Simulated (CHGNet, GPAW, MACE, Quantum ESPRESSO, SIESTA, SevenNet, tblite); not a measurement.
**(16,0) blue phosphorene nanotube (64 atoms): other programs against plane waves**

Aim: forces and gap of (16,0) blue phosphorene nanotube (64 atoms) at one geometry, from other programs and methods, against plane-wave PBE.

Results are calculated, not measured.

## (1) The structure

The cell holds 64 atoms (64 P), with edges of 26.94, 26.94 and 5.68 Å. Recipe: blue phosphorene sheet (a = 3.28 Å) rolled into a (16,0) tube of diameter 16.70 Å, 1 period, 9 Å of vacuum; not relaxed, displaced by a Gaussian of 0.02 Å. Then every atom was moved at random, 0.03 Å r.m.s. a Cartesian component.

## (2) The reference input

Quantum ESPRESSO 7.5: Kohn-Sham DFT, PBE, SSSP efficiency 1.3.0 pseudopotentials, plane waves. Its input, pw.in:

```
&control
  calculation = 'scf'
  pseudo_dir = './pseudo'
  outdir = './tmp'
  disk_io = 'none'
  tprnfor = .true.
/
&system
  ibrav = 0
  nat = 64
  ntyp = 1
  ecutwfc = 45
  ecutrho = 360
  nosym = .true.
  occupations = 'smearing'
  smearing = 'fd'
  degauss = 0.003675
/
&electrons
  conv_thr = 3.2e-07
  electron_maxstep = 100
  mixing_beta = 0.2
  mixing_mode = 'local-TF'
  diagonalization = 'david'
/
ATOMIC_SPECIES
P 30.974 P.upf
CELL_PARAMETERS angstrom
26.94490 0.00000 0.00000
0.00000 26.94490 0.00000
0.00000 0.00000 5.68113
ATOMIC_POSITIONS crystal
P 0.83251 0.49879 0.33494
P 0.78090 0.55614 0.15912
P 0.80906 0.62568 0.33530
P 0.73952 0.66002 0.16697
[... 58 atom lines left out ...]
P 0.82562 0.43465 0.83675
P 0.78790 0.49996 0.66010
K_POINTS gamma
```

```console
$ OMP_NUM_THREADS=1 mpirun -np 8 pw.x -in pw.in > output.txt
```

It took 3.7 min on 8 MPI ranks of Arm Neoverse V2, shared host; peak memory 12 GiB.

It converged with an r.m.s. force component of 0.70 eV/Å.

Its highest filled and lowest empty levels lie 1.73 eV apart on its k-points.

## (3) What was run beside it

- CHGNet: machine-learned potential, published weights.
- GPAW 26.7.0: PAW with atomic orbitals (LCAO), plane waves or a real-space grid of spacing h.
- MACE: machine-learned potential, published weights.
- SIESTA 5.4.2: numerical atomic orbitals, whose automatically made sets are far from complete, with PseudoDojo norm-conserving potentials that we converted to its format (checked against plane waves on the same files for H, C, O, Si, Ge and Ca alone); labels give functional, basis size, energy shift and mesh cutoff.
- SevenNet: machine-learned potential, published weights.
- tblite 0.8.0: extended tight binding, driven from Python.

All use the same cell and atoms, and the electronic-structure runs the same k-mesh.

## (4) All runs compared

Differences are against the reference: forces as r.m.s. over components, share as that over the reference's r.m.s. force, slope as the fitted ratio of a run's forces to the reference's.

| run | Δ force, r.m.s. (meV/Å) | share (%) | slope | Δ gap (eV) | cores | CPU time | memory (GiB) |
| --- | --- | --- | --- | --- | --- | --- | --- |
| reference | - | - | - | - | 8 | 30 min | 12 |
| CHGNet 0.3.0 potential | 600 | 85.7 | 0.180 | - | 1 | 3 s | 0.53 |
| GPAW PBE, LCAO dzp, h 0.15 Å | 219 | 31.3 | 1.094 | 0.143 | 1 | 1.9 min | 4.0 |
| GPAW PBE, LCAO dzp, h 0.2 Å | 218 | 31.2 | 1.094 | 0.143 | 1 | 62 s | 1.9 |
| GPAW PBE, LCAO dzp, h 0.2 Å, other mixer settings | 219 | 31.3 | 1.092 | 0.143 | 1 | 74 s | 1.6 |
| GPAW PBE, LCAO sz(dzp), h 0.2 Å (coarse) | 2387 | 341 | 2.083 | 0.273 | 1 | 34 s | 1.6 |
| GPAW PBE, LCAO szp(dzp), h 0.2 Å (coarse) | 843 | 120 | 1.361 | 0.104 | 1 | 52 s | 1.8 |
| MACE MP-0b2 small potential | 586 | 83.7 | 0.445 | - | 1 | 5.4 s | 0.66 |
| SIESTA PBE, DZP, shift 0.01 Ry, mesh 300 Ry | 252 | 35.9 | 1.093 | -0.0908 | 1 | 2.2 min | 1.2 |
| SIESTA PBE, DZP, shift 0.01 Ry, mesh 700 Ry | 252 | 35.9 | 1.093 | -0.0909 | 2 | 7.9 min | 4.4 |
| SIESTA PBE, DZP, shift 0.04 Ry, mesh 300 Ry (coarse) | 190 | 27.2 | 1.084 | -0.230 | 1 | 87 s | 0.98 |
| SIESTA PBE, SZP, shift 0.01 Ry, mesh 300 Ry (coarse) | 1079 | 154 | 1.452 | -0.348 | 1 | 1.7 min | 1.1 |
| SIESTA PBE, TZP, shift 0.01 Ry, mesh 300 Ry | 244 | 34.8 | 1.093 | -0.093 | 1 | 2.6 min | 1.3 |
| SevenNet l3i5 potential | 488 | 69.7 | 0.452 | - | 1 | 7.2 s | 0.76 |
| tblite GFN1-xTB | 687 | 98.1 | 0.778 | - | 1 | 2 s | 0.13 |
| tblite GFN2-xTB | 623 | 89.0 | 0.751 | - | 1 | 2.7 s | 0.13 |

Rows marked coarse were listed beforehand as settings not expected to be converged; some can still land near the reference.

Times of the machine-learned potentials are mostly Python's start and the loading of weights.

CPU time is summed over cores on shared hosts, so it is rough.

## (5) What came out

Forces lie from 27 % (SIESTA PBE, DZP, shift 0.04 Ry, mesh 300 Ry, coarse) to 341 % (GPAW PBE, LCAO sz(dzp), h 0.2 Å, coarse) of the reference's r.m.s. force of 0.70 eV/Å away from it. The PBE runs in local orbitals, coarse settings apart, differ by 31 % (GPAW PBE, LCAO dzp, h 0.2 Å) to 36 % (SIESTA PBE, DZP, shift 0.01 Ry, mesh 300 Ry); basis, grid and potentials can all enter. Tight binding differs by 89 % (tblite GFN2-xTB) to 98 % (tblite GFN1-xTB); it is another model, with fitted parameters of its own, and the xTB methods hold dispersion. Machine-learned potentials differ by 70 % (SevenNet l3i5 potential) to 86 % (CHGNet 0.3.0 potential); they were trained on other programs' data. Among those trained on PBE data the slope goes as low as 0.18, with a correlation of 0.58, so directions differ as well as sizes.

Runs with settings chosen to be coarse differ by 27 % (SIESTA PBE, DZP, shift 0.04 Ry, mesh 300 Ry) to 341 % (GPAW PBE, LCAO sz(dzp), h 0.2 Å), their programs' other errors included. From GPAW PBE, LCAO dzp, h 0.2 Å to the finer GPAW PBE, LCAO dzp, h 0.15 Å the share goes from 31.2 to 31.3 %, so the grid isn't what parts these runs from the reference. From SIESTA PBE, DZP, shift 0.01 Ry, mesh 300 Ry to the finer SIESTA PBE, DZP, shift 0.01 Ry, mesh 700 Ry the share goes from 35.9 to 35.9 %, so the grid isn't what parts these runs from the reference. Gaps at PBE, coarse settings apart, lie -0.09 to +0.14 eV from the reference's, on k-points that hold the band edges only if these fold onto them.

Caveats: Periodic xTB results under one method name differ between programs and library versions. Machine-learned potentials mimic data converged in k, so the reference's own k-point error enters their differences. The cell is under 6 Å thick along one periodic direction, so every atom has periodic images of itself close by, which move with it. The electronic-structure runs sample only Γ, in a cell whose periodic width is 6 Å. The reference's PBE has no dispersion term. Where levels are smeared, the DFT runs use Fermi–Dirac occupations at 580 K (0.05 eV), and energies are free energies. The atoms were displaced at random, and shares hang on the size of the forces that this gives. The reference's cutoffs and mesh weren't converged further here.

[Logs are printed without paths, hosts, clocks, repeated set-up lines and the standing remarks that a program may print on its own settings, such as how far it seeks lower states.]

[Hosts, paths, dates, database ids (printed as entryN), source tags and the programs' standing remarks are cut or masked in the printed files.]

[Cells were taken only where this reference lay near another plane-wave run.]
